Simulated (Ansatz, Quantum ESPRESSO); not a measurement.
# Complex bands of LiF, rock salt type, lattice constant set to 4.009 Å, part 2 of 2

Wanted: the complex band structure of LiF, rock salt type, lattice constant set to 4.009 Å, as for a tunnel barrier.

Quantum ESPRESSO 7.5; plane-wave DFT, LDA, GBRV ultrasoft pseudopotentials; cross-check by Ansatz 0.2.0 with PAW datasets.

So far. Step 2 (Ground state): The run needed 8 iterations to bring the estimated error under 1e-09 Ry.

The structure was built from a prototype and need not be the compound's stable phase.

## 5. Cross-check with Ansatz

A second code with its own PAW datasets, on the same atoms.

Level of this step: plane-wave DFT, LDA, Ansatz PAW (Ansatz 0.2.0).

input.yaml reads:

```yaml
crystal:
  lattice:
    - [2.8347910858, 0.0, 0.0]
    - [0.0, 2.8347910858, 0.0]
    - [0.0, 0.0, 4.009]
  atoms:
    - { symbol: Li, position: [0.0, 0.0, 0.0] }
    - { symbol: F, position: [0.5, 0.5, 0.0] }
    - { symbol: Li, position: [0.5, 0.5, 0.5] }
    - { symbol: F, position: [0.0, 0.0, 0.5] }
kpoints:
  mp_grid: { grid: [8, 8, 6] }
hamiltonian:
  xc: lda
scf:
  occupations: { method: fixed }
  convergence: { dr2_threshold: 1.0e-09 }
output:
  transmission:
    leads: [[0, 0]]
    kpoints: [[0, 0], [0.5, 0], [0.5, 0.5], [0.25, 0]]
    e_range: [-2.1, 9.9]
    de: 0.3
```

Command:

```bash
ansatz run input.yaml --threads 2 --pin off --max-ram 4096MiB --backend cpu --events-out ev --progress --plain --runs-dir out
```

Wall time 5.8 s (2 threads of Intel Xeon Platinum 8259CL at 2.50GHz (Skylake/Cascade Lake), shared host); peak memory 0.33 GiB.

Numbers from this step:

| Property | Result |
| --- | --- |
| free energy | -1997.3499 eV |
| gap by band count | 8.969 eV |
| symmetry operations | 32 |
| slowest decay at the grid energy nearest mid-gap | 0.7031 Å⁻¹ |
| peak of the smallest κ at the zone centre | 0.9665 Å⁻¹ |
| valence top, on the run's zero | 0.6983 eV |

K across = (0, 0) in the cell's reciprocal vectors; values within 0.0025 1/Å of each other count once, columns are sorted by size at each energy, a dash where no further value was kept. Im kz of the slowest decaying states against energy, zero at the highest filled level of the SCF mesh:

```
energy (eV)  decay 1 (Å⁻¹)  decay 2 (Å⁻¹)  decay 3 (Å⁻¹)
      -2.10          0.912           1.43              -
      -1.80          0.790           1.42              -
      -1.20          0.375           1.39              -
      -0.90           1.38              -              -
      -0.30           1.35              -              -
       0.00         0.0309         0.0481           1.33
       0.30          0.326          0.501           1.32
       0.90          0.556          0.804           1.29
       1.20          0.637          0.900           1.28
       1.50          0.709          0.980           1.27
       2.10          0.829           1.11           1.26
       2.40          0.878           1.16           1.26
       3.00          0.948           1.26           1.39
       3.30          0.964           1.30           1.40
       3.60          0.966           1.35           1.39
       4.20          0.946           1.37           1.44
       4.50          0.928           1.37           1.50
       4.80          0.906           1.37              -
       5.40          0.853           1.36              -
       5.70          0.822           1.35              -
       6.30          0.753           1.34              -
       6.60          0.714           1.34              -
       6.90          0.672           1.33              -
       7.50          0.573           1.32              -
       7.80          0.515           1.31           1.48
       8.10          0.447           1.30           1.46
       8.70          0.252           1.29           1.40
       9.00           1.28           1.37              -
       9.60           1.26           1.31              -
       9.90           1.25           1.28              -
```

K across = (0, 0) in the cell's reciprocal vectors. Re kz of states that move upwards against energy, zero at the highest filled level of the SCF mesh:

```
energy (eV)  channel 1 (Å⁻¹)  channel 2 (Å⁻¹)  channel 3 (Å⁻¹)
      -2.10            0.593                -                -
      -1.80            0.688                -                -
      -1.20           -0.690                -                -
      -0.90           -0.588            0.397            0.397
      -0.30           -0.551           -0.551           -0.330
       0.00                -                -                -
       0.30                -                -                -
       0.90                -                -                -
       1.20                -                -                -
       1.50                -                -                -
       2.10                -                -                -
       2.40                -                -                -
       3.00                -                -                -
       3.30                -                -                -
       3.60                -                -                -
       4.20                -                -                -
       4.50                -                -                -
       4.80                -                -                -
       5.40                -                -                -
       5.70                -                -                -
       6.30                -                -                -
       6.60                -                -                -
       6.90                -                -                -
       7.50                -                -                -
       7.80                -                -                -
       8.10                -                -                -
       8.70                -                -                -
       9.00           0.0867                -                -
       9.60            0.394                -                -
       9.90            0.482                -                -
```

K across = (1/2, 0) in the cell's reciprocal vectors; values within 0.0025 1/Å of each other count once, columns are sorted by size at each energy, a dash where no further value was kept. Im kz of the slowest decaying states against energy, zero at the highest filled level of the SCF mesh:

```
energy (eV)  decay 1 (Å⁻¹)  decay 2 (Å⁻¹)  decay 3 (Å⁻¹)
      -2.10              -              -              -
      -1.80          0.106              -              -
      -1.50         0.0869           1.46              -
      -1.20           1.38              -              -
      -0.90           1.27              -              -
      -0.60           1.10              -              -
      -0.30          0.607              -              -
       0.00          0.251          0.979              -
       0.30          0.363           1.16              -
       0.60          0.437           1.26              -
       0.90          0.493           1.32              -
       1.20          0.536           1.36              -
       1.50          0.571           1.39              -
       1.80          0.600           1.41              -
       2.10          0.624           1.43              -
       2.40          0.643           1.45              -
       2.70          0.659           1.46              -
       3.00          0.673           1.46           1.49
       3.30          0.683           1.47           1.48
       3.60          0.691           1.47              -
       4.20          0.701           1.45           1.48
       4.50          0.703           1.44           1.48
       4.80          0.703           1.43           1.47
       5.10          0.702           1.42           1.47
       5.40          0.698           1.41           1.47
       5.70          0.693           1.40           1.46
       6.00          0.686           1.39           1.46
       6.30          0.678           1.38           1.45
       6.60          0.667           1.36           1.44
       6.90          0.655           1.35           1.43
       7.20          0.640           1.34           1.43
       7.50          0.623           1.32           1.42
       8.10          0.580           1.30           1.40
       8.40          0.554           1.29           1.38
       8.70          0.523           1.27           1.37
       9.00          0.487           1.26              -
       9.30          0.445           1.24           1.35
       9.60          0.393           1.23           1.33
       9.90          0.326           1.22           1.32
```

K across = (1/2, 1/2) in the cell's reciprocal vectors; values within 0.0025 1/Å of each other count once, columns are sorted by size at each energy, a dash where no further value was kept. Im kz of the slowest decaying states against energy, zero at the highest filled level of the SCF mesh:

```
energy (eV)  decay 1 (Å⁻¹)  decay 2 (Å⁻¹)  decay 3 (Å⁻¹)
      -2.10          0.776              -              -
      -1.50          0.581              -              -
      -0.90          0.242              -              -
      -0.30          0.509          0.589              -
       0.00          0.587          0.679              -
       0.30          0.649          0.742              -
       0.90          0.746          0.826              -
       1.20          0.785          0.856              -
       1.80          0.849          0.903              -
       2.40          0.900          0.936              -
       3.00          0.942          0.960              -
       3.60          0.978              -              -
       4.20          0.991           1.01              -
       4.80          0.999           1.03              -
       5.40           1.00           1.06              -
       6.00           1.01           1.08              -
       6.60           1.01           1.11              -
       6.90           1.00           1.12              -
       7.50          0.999           1.15              -
       8.10          0.992           1.19              -
       8.70          0.983           1.26              -
       9.30          0.972           1.37              -
       9.90          0.958           1.33              -
```

K across = (1/4, 0) in the cell's reciprocal vectors; values within 0.0025 1/Å of each other count once, columns are sorted by size at each energy, a dash where no further value was kept. Im kz of the slowest decaying states against energy, zero at the highest filled level of the SCF mesh:

```
energy (eV)  decay 1 (Å⁻¹)  decay 2 (Å⁻¹)  decay 3 (Å⁻¹)
      -2.10          0.380           1.09              -
      -1.50          0.862              -              -
      -0.90         0.0621          0.395              -
      -0.30              -              -              -
       0.00          0.139          0.210              -
       0.30          0.372          0.615              -
       0.90          0.533          0.982              -
       1.20          0.584           1.11              -
       1.80          0.658           1.38              -
       2.40          0.708              -              -
       3.00          0.743              -              -
       3.60          0.766              -              -
       4.20          0.780           1.50              -
       4.80          0.787           1.48              -
       5.40          0.787           1.46              -
       6.00          0.780           1.44              -
       6.60          0.766           1.42              -
       6.90          0.757           1.40              -
       7.50          0.731           1.38           1.49
       8.10          0.696           1.36           1.47
       8.70          0.645           1.33           1.45
       9.30          0.567           1.30           1.42
       9.90          0.395           1.28           1.40
```

## 6. By hand

T falls as exp(−2κd). With κ = 0.701 1/Å, 10 Å of barrier pass exp(−2 × 0.701 × 10) = 8.2e-7 of that channel, interfaces aside.

## 7. Outcome

| Property | Result |
| --- | --- |
| gap on the SCF mesh | 8.94 eV |
| smallest κ at mid-gap among the four k points, at (1/2, 0) | 0.701 Å⁻¹ |
| peak of the smallest κ in the stop band at the zone centre | 0.958 Å⁻¹ |
| energy of the peak at the zone centre, over the highest filled level | 3.60 eV |
| peak at the zone centre by Ansatz | 0.966 Å⁻¹ |

**Reading.** With a gap of 8.94 eV on the mesh, the smallest κ at mid-gap among the four k points, at (1/2, 0) is 0.701 Å⁻¹ (LDA, GBRV ultrasoft). For a barrier with the Fermi level at mid-gap the slowest state found, at (1/2, 0), loses a factor of ten in probability every 1.6 Å or so. Stop bands away from the zone centre are mostly wider than the gap, so their peaks can lie above the conduction bottom. At the zone centre pwcond's peak is 0.958 and Ansatz's 0.966 1/Å, 1 % apart. The cell is the a/√2 one, turned by 45°, with two primitive cells, so X along [001] folds onto kz = 0. A semilocal gap is too small, often by a third to a half and by more in narrow-gap crystals, so real barriers decay faster.

[Logs are printed without paths, hosts, clocks, repeated set-up lines and the standing remarks that a program may print on its own settings, such as how far it seeks lower states.]

[Hosts, paths, dates, database ids (printed as entryN), source tags and the programs' standing remarks are cut or masked in the printed files.]

[Maps of the electrostatic potential energy from Ansatz leave out the sawtooth potential of an applied field or a dipole correction, so their vacuum need not be flat; planar profiles and work functions include it.]
